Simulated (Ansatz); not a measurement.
# 3-layer antimonene (AB) in a perpendicular field, part 2 of 3

What dipole does a perpendicular field induce in the 3-layer antimonene (AB)? A positive field points along +c.

Ansatz 0.2.0; plane-wave DFT, PBE-D3(BJ), Ansatz PAW.

So far. Step 2 (Relaxing the slab): The lattice constant a goes from 4.120 to 4.146 Å.

**3. Single point, field 0, start network**

A sawtooth potential applies the field, turning back in the middle of the vacuum. With the dipole correction the typed value is the field outside the slab. The induced dipole is small, so the SCF threshold is tight.

The cell differs from the one that the last finished run ended in (c 52.950 → 28.914 Å).

input.yaml

```yaml
crystal:
  lattice:
    - [4.1464673556, 0.0, 0.0]
    - [-2.0732336778, 3.5909460659, 0.0]
    - [0.0, 0.0, 28.913822959]
  atoms:
    - { symbol: Sb, position: [0.6666666667, 0.3333333333, 0.3112698038] }
    - { symbol: Sb, position: [0.3333333333, 0.6666666667, 0.3667960487] }
    - { symbol: Sb, position: [0.0, 0.0, 0.4476201031] }
    - { symbol: Sb, position: [0.6666666667, 0.3333333333, 0.5032380803] }
    - { symbol: Sb, position: [0.6666666667, 0.3333333333, 0.6326100857] }
    - { symbol: Sb, position: [0.3333333333, 0.6666666667, 0.6887301962] }
kpoints:
  mp_grid: { grid: [12, 12, 1] }
  band_path:
    path: [[0, 0, 0], [0.5, 0, 0], [0.33333333, 0.33333333, 0], [0, 0, 0]]
    npoints: 16
hamiltonian:
  xc: pbe
  dispersion: d3bj
scf:
  occupations: { method: fermi_dirac, width: 0.02585 }
  convergence: { dr2_threshold: 1.0e-10 }
efield:
  axis: 3
  dipole_correction: true
  ramp_position: 0.97
  ramp_width: 0.06
  amplitude: 0
output:
  dos: { projected: true, e_range: [-6, 5] }
  write_potential: true
  write_density: true
  volumetric_format: npy
  elf: true
```

On the command line:

```
$ ansatz run input.yaml --threads 4 --pin off --max-ram 8192MiB --backend cpu --events-out ev --progress --plain --runs-dir out
```

The program printed:

```text
[...]
Crystal: 6 atoms, lattice volume = 430.519 Å³
Basis set: ecut = 420 eV, 8311 PW (Γ)
Bands: 54, of which v1, the nominal top of the filled ones, is band 45 counted from 1 (44 counted from 0)
Symmetry: 6 space group operations
[...]
k-points: 19 of 144 (time reversal used)
[...]
SCF iter   1: F=—  HF=-38908.529948 eV  |F-HF|=—  |Δ(HF+E_count)|=         —  Δρ=1.13e-3  dr2=1.84e-2  ethr=1.77e-3  p=-0.006 e·Å  D=-2.35e-3 V/Å  ΔV_dip=0.07 eV  dr2_dipole=1.30e-3  V_vac-E_F(+/−)=4.04/3.97 eV  ⟨swp⟩=10.3  Hψ=4762  notcnv=0  defer=4
efield: sawtooth ramp at fractional position 0.9700 (set: `efield.ramp_position`, or a place that a band, a saddle search or an elastic batch's reference lends), width 0.0600; the density the first Hamiltonian is built on has a dipole p = -0.006 e·Å; the dipole correction subtracts the counter field D = -2.35e-3 V/Å, which shifts the + side's vacuum level by +0.07 eV against the − side's; the planar-averaged density in the ramp window peaks in size at 5.0e-6 e/Å³
[...]
SCF iter   2: F=—  HF=-38908.533244 eV  |F-HF|=—  |Δ(HF+E_count)|=   3.30e-3  Δρ=1.02e-3  dr2=1.89e-2  ethr=2.04e-5  p=0.002 e·Å  D=7.81e-4 V/Å  ΔV_dip=-0.02 eV  dr2_dipole=6.56e-4  V_vac-E_F(+/−)=3.89/3.91 eV  ⟨swp⟩=3.0  Hψ=2329  notcnv=0  defer=48
[...]
SCF iter  11: F=-38908.529597 eV  HF=-38908.529597 eV  |F-HF|=5.09e-11  |Δ(HF+E_count)|=    0.00e0  Δρ=5.87e-8  dr2=4.65e-11  ethr=1.00e-12  p=-0.004 e·Å  D=-1.53e-3 V/Å  ΔV_dip=0.04 eV  dr2_dipole=5.42e-12  V_vac-E_F(+/−)=3.93/3.89 eV  ⟨swp⟩=8.3  Hψ=3353  notcnv=0
SCF 1 converged in 11 iterations: F = -38908.529597 eV  dr2 = 4.65e-11
[...]
NSCF: frozen V_eff on 49 k-points
efield: sawtooth ramp at fractional position 0.9700 (kept from the solve that this one continues, or follows in the run), width 0.0600; the density the first Hamiltonian is built on has a dipole p = -0.004 e·Å; the dipole correction subtracts the counter field D = -1.53e-3 V/Å, which shifts the + side's vacuum level by +0.04 eV against the − side's; the planar-averaged density in the ramp window peaks in size at 2.7e-8 e/Å³
[...]
SCF converged after 11 iterations
Free energy (F): -38908.529597 eV
[...]
Internal energy: -38908.526105 eV  (E = F + TS)
E sigma→0 (E₀):  -38908.527851 eV
Entropy (-TS):   -0.003492 eV (-0.582 meV/atom)
Fermi energy:    2.068637 eV
Dipole field:    D = -0.001531 V/Å  (p = -0.003643 e·Å, saw-weighted, corrected)
Work function:   Φ+ = 3.9336 eV   Φ− = 3.8893 eV
Levels:          The Fermi level and band energies are counted from a zero that moves with the ramp; work functions are not
[...]
--- Band table (eV; the first three rows and the last of 19) ---
  k-point 0: bands = [... 41 lower, 0.9941, 1.0846, 1.0846, 1.9040, 2.3901, 2.9582, 3.1575, 3.1575, ... 5 higher]
  k-point 1: bands = [... 41 lower, 0.8845, 0.9555, 1.0045, 2.1469, 2.6852, 3.1521, 3.3039, 3.4400, ... 5 higher]
  k-point 2: bands = [... 41 lower, 0.5337, 0.6676, 0.9650, 1.5019, 2.8089, 3.0025, 3.5646, 3.5883, ... 5 higher]
  k-point 18: bands = [... 41 lower, -0.7860, -0.7564, -0.5984, 0.0846, 2.5310, 2.8918, 3.0901, 3.6005, ... 5 higher]
```

Run time: 31 s. Hardware: 4 threads of Arm Neoverse V1, shared host; peak memory 1.3 GiB; 2 min of CPU time.

Numbers from this step:

- energy at zero smearing: -38908.5279 eV
- work function, upper face: 3.934 eV
- work function, lower face: 3.889 eV
- dipole along the normal: -0.003643 e·Å
- step between the vacuum levels: 0.04428 eV

Running mean over a fixed 2.7 Å (it still follows the layers) of the planar mean; the ramp of the sawtooth is left out. Table of electron's electrostatic potential energy less the Fermi level by z:

```csv
z (Å),electron's electrostatic potential energy less the Fermi level (eV)
3.5,3.89
4.0,3.89
4.5,3.89
5.0,3.88
5.5,3.87
6.0,3.80
6.5,3.58
7.0,2.78
7.5,1.27
8.0,-0.501
8.5,-2.23
9.0,-3.87
9.5,-5.19
10.0,-5.40
10.5,-4.51
11.0,-3.75
11.5,-3.60
12.0,-3.60
12.5,-3.72
13.0,-4.40
13.5,-5.34
14.0,-5.28
14.5,-4.06
15.0,-2.46
15.5,-0.856
16.0,0.510
16.5,0.946
17.0,0.151
17.5,-1.32
18.0,-2.91
18.5,-4.45
19.0,-5.34
19.5,-4.93
20.0,-3.52
20.5,-1.88
21.0,-0.158
21.5,1.59
22.0,3.02
22.5,3.68
23.0,3.86
23.5,3.91
24.0,3.93
24.5,3.93
25.0,3.93
25.5,3.93
```

The density of states has structure finer than the step of the table below, so its rows give means over 0.2 eV. Peaks (eV: height): -4.98: 10.2, -3.96: 9.08, -2.58: 10.7, 0.81: 10.1, 1.06: 7.42, 1.44: 7.90, 1.66: 7.55.

Table of density of states by energy, zero at the Fermi level; means over each step:

```csv
energy (eV),density of states (states/eV a cell)
-5.2,0
-5.0,3.87
-4.8,1.97
-4.6,1.87
-4.4,1.34
-4.2,1.93
-4.0,4.61
-3.8,4.71
-3.6,3.60
-3.4,4.16
-3.2,6.75
-3.0,5.73
-2.8,5.35
-2.6,6.10
-2.4,5.31
-2.2,5.61
-2.0,5.82
-1.8,4.09
-1.6,4.16
-1.4,3.66
-1.2,3.03
-1.0,2.65
-0.8,0.932
-0.6,0.706
-0.4,0.411
-0.2,0.325
0.0,0.890
0.2,1.27
0.4,3.61
0.6,4.70
0.8,5.37
1.0,5.80
1.2,5.76
1.4,6.22
1.6,5.98
```

Projected DOS per atom over height of the atomic layer and energy from the Fermi level. Layers: Sb Sb Sb Sb Sb Sb from below.

Values in states/eV, 22 rows by 6 columns, each cell a mean:
```
0.82 0.54 0.51 0.81 0.91 0.95
1.35 0.78 0.87 1.38 0.80 0.75
0.93 0.78 0.54 0.84 0.97 0.98
0.86 0.64 0.78 0.89 0.74 0.84
0.49 0.31 0.41 0.48 0.18 0.24
0.18 0.09 0.11 0.16 0.03 0.06
0.11 0.06 0.09 0.11 0.03 0.03
0.20 0.10 0.17 0.22 0.11 0.12
0.56 0.40 0.38 0.58 0.61 0.64
0.76 0.60 0.57 0.75 0.61 0.65
0.84 0.59 0.57 0.70 0.98 1.00
1.15 0.78 0.77 0.93 0.90 0.96
0.98 0.73 0.72 0.87 1.13 1.32
1.06 0.98 0.93 1.07 0.79 0.85
0.98 0.94 0.89 1.02 0.86 0.75
0.58 0.70 0.72 0.71 0.70 0.58
0.30 0.48 0.49 0.40 1.29 1.16
0.21 0.37 0.38 0.23 0.18 0.17
0.35 0.62 0.65 0.38 0.01 0.01
0.34 0.57 0.60 0.37 0.01 0.01
0.00 0.00 0.00 0.00 0.00 0.00
0.00 0.00 0.00 0.00 0.00 0.00
```
Columns: height of the atomic layer (Å) from 9 to 19.9 (not evenly spaced); rows upwards: energy from the Fermi level (eV) from -5.96 to 1.87.

Electronic bands along the path, in eV, zero at the Fermi level:

```
  point  band 42  band 43  band 44  band 45  band 46  band 47  band 48  band 49
      Γ    -1.07    -0.98    -0.98    -0.16     0.32     0.89     1.09     1.09
halfway    -1.92    -1.75    -1.56    -0.92     0.31     0.60     1.62     1.65
      M    -2.51    -2.30    -2.30    -1.61     0.23     0.46     0.97     1.52
halfway    -3.07    -2.60    -2.08    -1.64     0.35     1.04     1.22     1.66
      K    -2.85    -2.83    -2.67    -1.98     0.46     0.82     1.02     1.53
halfway    -2.77    -2.02    -1.21    -0.82     0.49     1.35     1.52     1.75
      Γ    -1.07    -0.98    -0.98    -0.16     0.32     0.89     1.09     1.09
```

Electrostatic potential energy in the ca plane at fractional y = 0.333, with atoms of Sb within 0.2 Å of it. With pseudopotentials it is smooth inside the atoms' cores, unlike the true potential.

Ten even steps from '0' (-25 eV) to '9' (6 eV), each cell a mean:
```
55688899999888755689999876557888999999999999
00268999999986200158999741013789999999999999
00037999999984000027998610001589999999999999
00027999999973000016998500000489999999999999
00047999999984000037998610001589999999999999
11368999999987311268999852114789999999999999
66788889998888766789999986667888999999999999
88887788988778888999999998888877899999999999
99887678887678899999999999998777789999999999
99887778887778899999999999998777889999999999
88888788988788888899999998888888899999999999
```
Columns run along c (16.0 Å, from fractional 0.31 to 0.86 of the cell; values clipped at the 3rd and 97th percentile), rows up along a (4.1 Å). Atoms in or near the plane, at fractional coordinates: Sb at (0.31, 0.67), Sb at (0.50, 0.67), Sb at (0.63, 0.67).

Valence density in the ca plane at fractional y = 0.333, with atoms of Sb within 0.2 Å of it. It is the smooth field of the valence electrons, not physical close to the nuclei.

Ten steps, logarithmic in the rise over the least value, from '0' (0 e/Å³) to '9' (19 e/Å³), each cell a mean:
```
22211100000111222210000012222111000000000000
54321100000012345321000124542110000000000000
88521000000012588631101247874210000000000000
99631000000013699742101258985210000000000000
87521000000012578631101246874210000000000000
44321100000112344321000123432110000000000000
22211110001111122110000011221111000000000000
11111111111111111000000000111111100000000000
00111111111111100000000000011111100000000000
00111111111111100000000000011111100000000000
11111111111111111000000001111111100000000000
```
Columns run along c (16.0 Å, from fractional 0.31 to 0.86 of the cell), rows up along a (4.1 Å). Atoms in or near the plane, at fractional coordinates: Sb at (0.31, 0.67), Sb at (0.50, 0.67), Sb at (0.63, 0.67).

ELF in the ca plane at fractional y = 0.333, with atoms of Sb within 0.2 Å of it. It is the smooth field of the valence electrons, not physical close to the nuclei.

Values, 6 rows by 16 columns, each cell a mean:
```
0.37 0.47 0.21 0.16 0.44 0.39 0.51 0.30 0.53 0.39 0.47 0.37 0.18 0.03 0.00 0.00
0.06 0.33 0.10 0.06 0.31 0.12 0.26 0.40 0.53 0.07 0.26 0.20 0.03 0.00 0.00 0.00
0.13 0.36 0.11 0.07 0.33 0.18 0.32 0.39 0.54 0.14 0.31 0.23 0.04 0.01 0.00 0.00
0.44 0.50 0.27 0.22 0.47 0.46 0.53 0.24 0.47 0.46 0.51 0.43 0.28 0.06 0.01 0.00
0.30 0.44 0.42 0.39 0.44 0.34 0.17 0.04 0.09 0.24 0.43 0.51 0.61 0.22 0.02 0.00
0.38 0.47 0.40 0.36 0.46 0.41 0.29 0.07 0.17 0.34 0.47 0.51 0.55 0.18 0.02 0.00
```
Columns run along c (16.0 Å, from fractional 0.31 to 0.86 of the cell), rows up along a (4.1 Å). Atoms in or near the plane, at fractional coordinates: Sb at (0.31, 0.67), Sb at (0.50, 0.67), Sb at (0.63, 0.67).

The work function of the upper face is 3.93 eV.

**4. Atoms held, field 0.05 V/Å**

Changes to input.yaml since step 3:

```diff
@@ -28,5 +28,4 @@
   ramp_width: 0.06
-  amplitude: 0
+  amplitude: 0.05
 output:
-  dos: { projected: true, e_range: [-6, 5] }
   write_potential: true
@@ -34,2 +33 @@
   volumetric_format: npy
-  elf: true
```

The program printed:

```text
[...]
Crystal: 6 atoms, lattice volume = 430.519 Å³
Basis set: ecut = 420 eV, 8311 PW (Γ)
Bands: 54, of which v1, the nominal top of the filled ones, is band 45 counted from 1 (44 counted from 0)
Symmetry: 6 space group operations
[...]
k-points: 19 of 144 (time reversal used)
[...]
k-point 0: bands = [... 41 lower, 0.9881, 1.0941, 1.0941, 1.8999, 2.3861, 2.9650, 3.1492, 3.1492, ... 5 higher]
  k-point 1: bands = [... 41 lower, 0.8883, 0.9553, 1.0080, 2.1401, 2.6782, 3.1543, 3.2956, 3.4400, ... 5 higher]
  k-point 2: bands = [... 41 lower, 0.5440, 0.6609, 0.9682, 1.4965, 2.8129, 3.0018, 3.5563, 3.5794, ... 5 higher]
  k-point 18: bands = [... 41 lower, -0.7908, -0.7645, -0.5879, 0.0817, 2.5390, 2.8839, 3.0853, 3.5939, ... 5 higher]
[key lines of the parts left out:]
SCF converged after 12 iterations
Free energy (F): -38908.530792 eV
Fermi energy:    2.063067 eV
Dipole field:    D = 0.021626 V/Å  (p = 0.051451 e·Å, saw-weighted, corrected)
```

Wall time 31 s (4 threads); peak memory 1.2 GiB; 2 min of CPU time.

The dipole is 0.0515 e·Å, 0.0551 e·Å from its value without field.

**5. Atoms held, field -0.05 V/Å**

Changes to input.yaml since step 4:

```diff
@@ -28,3 +28,3 @@
   ramp_width: 0.06
-  amplitude: 0.05
+  amplitude: -0.05
 output:
```

The program printed:

```text
[...]
Crystal: 6 atoms, lattice volume = 430.519 Å³
Basis set: ecut = 420 eV, 8311 PW (Γ)
Bands: 54, of which v1, the nominal top of the filled ones, is band 45 counted from 1 (44 counted from 0)
Symmetry: 6 space group operations
[...]
k-points: 19 of 144 (time reversal used)
[...]
k-point 0: bands = [... 41 lower, 0.9986, 1.0761, 1.0761, 1.9073, 2.3937, 2.9514, 3.1654, 3.1654, ... 5 higher]
  k-point 1: bands = [... 41 lower, 0.8780, 0.9579, 1.0008, 2.1532, 2.6915, 3.1490, 3.3117, 3.4403, ... 5 higher]
  k-point 2: bands = [... 41 lower, 0.5229, 0.6742, 0.9614, 1.5069, 2.8034, 3.0038, 3.5724, 3.5967, ... 5 higher]
  k-point 18: bands = [... 41 lower, -0.7825, -0.7487, -0.6080, 0.0873, 2.5224, 2.8992, 3.0949, 3.6065, ... 5 higher]
[key lines of the parts left out:]
SCF converged after 12 iterations
Free energy (F): -38908.531158 eV
Fermi energy:    2.073514 eV
Dipole field:    D = -0.024703 V/Å  (p = -0.058774 e·Å, saw-weighted, corrected)
```

Wall time 31 s (4 threads); peak memory 1.2 GiB.

The dipole is -0.0588 e·Å, -0.0551 e·Å from its value without field.

**6. Single point, field 0.1 V/Å**

Changes to input.yaml since step 5:

```diff
@@ -26,5 +26,5 @@
   dipole_correction: true
-  ramp_position: 0.97
-  ramp_width: 0.06
-  amplitude: -0.05
+  ramp_position: 0.9685
+  ramp_width: 0.0629
+  amplitude: 0.1
 output:
```

The program printed:

```text
[...]
Crystal: 6 atoms, lattice volume = 430.519 Å³
Basis set: ecut = 420 eV, 8311 PW (Γ)
Bands: 54, of which v1, the nominal top of the filled ones, is band 45 counted from 1 (44 counted from 0)
Symmetry: 6 space group operations
[...]
k-points: 19 of 144 (time reversal used)
[...]
k-point 0: bands = [... 41 lower, 0.9810, 1.1044, 1.1044, 1.8953, 2.3819, 2.9719, 3.1404, 3.1404, ... 5 higher]
  k-point 1: bands = [... 41 lower, 0.8888, 0.9579, 1.0114, 2.1328, 2.6706, 3.1557, 3.2868, 3.4404, ... 5 higher]
  k-point 2: bands = [... 41 lower, 0.5536, 0.6545, 0.9711, 1.4910, 2.8155, 3.0019, 3.5475, 3.5700, ... 5 higher]
  k-point 18: bands = [... 41 lower, -0.7969, -0.7731, -0.5767, 0.0788, 2.5464, 2.8756, 3.0805, 3.5868, ... 5 higher]
[key lines of the parts left out:]
SCF converged after 12 iterations
Free energy (F): -38908.534741 eV
Fermi energy:    2.056898 eV
Dipole field:    D = 0.044767 V/Å  (p = 0.106510 e·Å, saw-weighted, corrected)
```

The job ended after 31 s (4 threads; peak memory 1.2 GiB; 2 min of CPU time).

The dipole is 0.107 e·Å, 0.110 e·Å from its value without field.

**7. Single point, field -0.1 V/Å**

Changes to input.yaml since step 6:

```diff
@@ -28,3 +28,3 @@
   ramp_width: 0.0629
-  amplitude: 0.1
+  amplitude: -0.1
 output:
```

The program printed:

```text
[...]
Crystal: 6 atoms, lattice volume = 430.519 Å³
Basis set: ecut = 420 eV, 8311 PW (Γ)
Bands: 54, of which v1, the nominal top of the filled ones, is band 45 counted from 1 (44 counted from 0)
Symmetry: 6 space group operations
[...]
k-points: 19 of 144 (time reversal used)
[...]
k-point 0: bands = [... 41 lower, 1.0008, 1.0691, 1.0691, 1.9100, 2.3970, 2.9446, 3.1726, 3.1726, ... 5 higher]
  k-point 1: bands = [... 41 lower, 0.8695, 0.9615, 0.9968, 2.1589, 2.6971, 3.1452, 3.3189, 3.4407, ... 5 higher]
  k-point 2: bands = [... 41 lower, 0.5117, 0.6806, 0.9575, 1.5116, 2.7967, 3.0055, 3.5796, 3.6044, ... 5 higher]
  k-point 18: bands = [... 41 lower, -0.7808, -0.7417, -0.6166, 0.0898, 2.5132, 2.9060, 3.0995, 3.6119, ... 5 higher]
[key lines of the parts left out:]
SCF converged after 12 iterations
Free energy (F): -38908.535476 eV
Fermi energy:    2.077608 eV
Dipole field:    D = -0.047896 V/Å  (p = -0.113953 e·Å, saw-weighted, corrected)
```

Run time: 31 s. Hardware: 4 threads; peak memory 1.2 GiB; 2 min of CPU time.

The dipole is -0.114 e·Å, -0.110 e·Å from its value without field.

**8. Single point, field 0.2 V/Å**

Changes to input.yaml since step 7:

```diff
@@ -28,3 +28,3 @@
   ramp_width: 0.0629
-  amplitude: -0.1
+  amplitude: 0.2
 output:
```

The program printed:

```text
[...]
Crystal: 6 atoms, lattice volume = 430.519 Å³
Basis set: ecut = 420 eV, 8311 PW (Γ)
Bands: 54, of which v1, the nominal top of the filled ones, is band 45 counted from 1 (44 counted from 0)
Symmetry: 6 space group operations
[...]
k-points: 19 of 144 (time reversal used)
[...]
k-point 0: bands = [... 41 lower, 0.9641, 1.1257, 1.1257, 1.8841, 2.3726, 2.9857, 3.1212, 3.1212, ... 5 higher]
  k-point 1: bands = [... 41 lower, 0.8805, 0.9707, 1.0174, 2.1169, 2.6536, 3.1555, 3.2676, 3.4423, ... 5 higher]
  k-point 2: bands = [... 41 lower, 0.5683, 0.6442, 0.9758, 1.4793, 2.8157, 3.0046, 3.5283, 3.5494, ... 5 higher]
  k-point 18: bands = [... 41 lower, -0.8117, -0.7918, -0.5528, 0.0724, 2.5590, 2.8574, 3.0712, 3.5709, ... 5 higher]
[key lines of the parts left out:]
SCF converged after 12 iterations
Free energy (F): -38908.550895 eV
Fermi energy:    2.042517 eV
Dipole field:    D = 0.091026 V/Å  (p = 0.216569 e·Å, saw-weighted, corrected)
```

The job ended after 33 s (4 threads; peak memory 1.2 GiB).

The dipole is 0.217 e·Å, 0.220 e·Å from its value without field.

**9. Single point, field -0.2 V/Å**

Changes to input.yaml since step 8:

```diff
@@ -28,3 +28,3 @@
   ramp_width: 0.0629
-  amplitude: 0.2
+  amplitude: -0.2
 output:
```

The program printed:

```text
[...]
Crystal: 6 atoms, lattice volume = 430.519 Å³
Basis set: ecut = 420 eV, 8311 PW (Γ)
Bands: 54, of which v1, the nominal top of the filled ones, is band 45 counted from 1 (44 counted from 0)
Symmetry: 6 space group operations
[...]
k-points: 19 of 144 (time reversal used)
[...]
k-point 0: bands = [... 41 lower, 0.9971, 1.0618, 1.0618, 1.9133, 2.4026, 2.9309, 3.1853, 3.1853, ... 5 higher]
  k-point 1: bands = [... 41 lower, 0.8495, 0.9703, 0.9882, 2.1688, 2.7064, 3.1355, 3.3317, 3.4418, ... 5 higher]
  k-point 2: bands = [... 41 lower, 0.4886, 0.6923, 0.9489, 1.5200, 2.7801, 3.0097, 3.5923, 3.6181, ... 5 higher]
  k-point 18: bands = [... 41 lower, -0.7828, -0.7292, -0.6300, 0.0941, 2.4935, 2.9179, 3.1084, 3.6208, ... 5 higher]
[key lines of the parts left out:]
SCF converged after 12 iterations
Free energy (F): -38908.552396 eV
Fermi energy:    2.083709 eV
Dipole field:    D = -0.094353 V/Å  (p = -0.224485 e·Å, saw-weighted, corrected)
```

The job ended after 32 s (4 threads; peak memory 1.2 GiB).

The dipole is -0.224 e·Å, -0.221 e·Å from its value without field.

**10. Single point, field 0.3 V/Å**

Changes to input.yaml since step 9:

```diff
@@ -26,5 +26,5 @@
   dipole_correction: true
-  ramp_position: 0.9685
-  ramp_width: 0.0629
-  amplitude: -0.2
+  ramp_position: 0.966
+  ramp_width: 0.0679
+  amplitude: 0.3
 output:
```

The program printed:

```text
[...]
Crystal: 6 atoms, lattice volume = 430.519 Å³
Basis set: ecut = 420 eV, 8311 PW (Γ)
Bands: 54, of which v1, the nominal top of the filled ones, is band 45 counted from 1 (44 counted from 0)
Symmetry: 6 space group operations
[...]
k-points: 19 of 144 (time reversal used)
[...]
k-point 0: bands = [... 41 lower, 0.9444, 1.1473, 1.1473, 1.8703, 2.3622, 2.9993, 3.1001, 3.1001, ... 5 higher]
  k-point 1: bands = [... 41 lower, 0.8645, 0.9887, 1.0224, 2.0992, 2.6341, 3.1511, 3.2465, 3.4458, ... 5 higher]
  k-point 2: bands = [... 41 lower, 0.5716, 0.6430, 0.9788, 1.4670, 2.8091, 3.0104, 3.5073, 3.5265, ... 5 higher]
  k-point 18: bands = [... 41 lower, -0.8127, -0.8123, -0.5279, 0.0655, 2.5683, 2.8373, 3.0627, 3.5527, ... 5 higher]
[key lines of the parts left out:]
SCF converged after 12 iterations
Free energy (F): -38908.578053 eV
Fermi energy:    2.025636 eV
Dipole field:    D = 0.137280 V/Å  (p = 0.326616 e·Å, saw-weighted, corrected)
```

Wall time 33 s (4 threads); peak memory 1.2 GiB; 2.1 min of CPU time.

The dipole is 0.327 e·Å, 0.330 e·Å from its value without field.

(Part 2 of 3 ends here.)

[Long decimals in the printed logs are rounded to 6 places.]

[Logs are printed without paths, hosts, clocks, repeated set-up lines and the standing remarks that a program may print on its own settings, such as how far it seeks lower states.]

[Hosts, paths, dates, database ids (printed as entryN), source tags and the programs' standing remarks are cut or masked in the printed files.]

[Maps of the electrostatic potential energy from Ansatz leave out the sawtooth potential of an applied field or a dipole correction, so their vacuum need not be flat; planar profiles and work functions include it.]

[The density of states shown here was stored with 400 of the rows of the run's finer table, so its peaks can read low, often by over a quarter, or be missed, and its means over a window can be off by a tenth or more.]
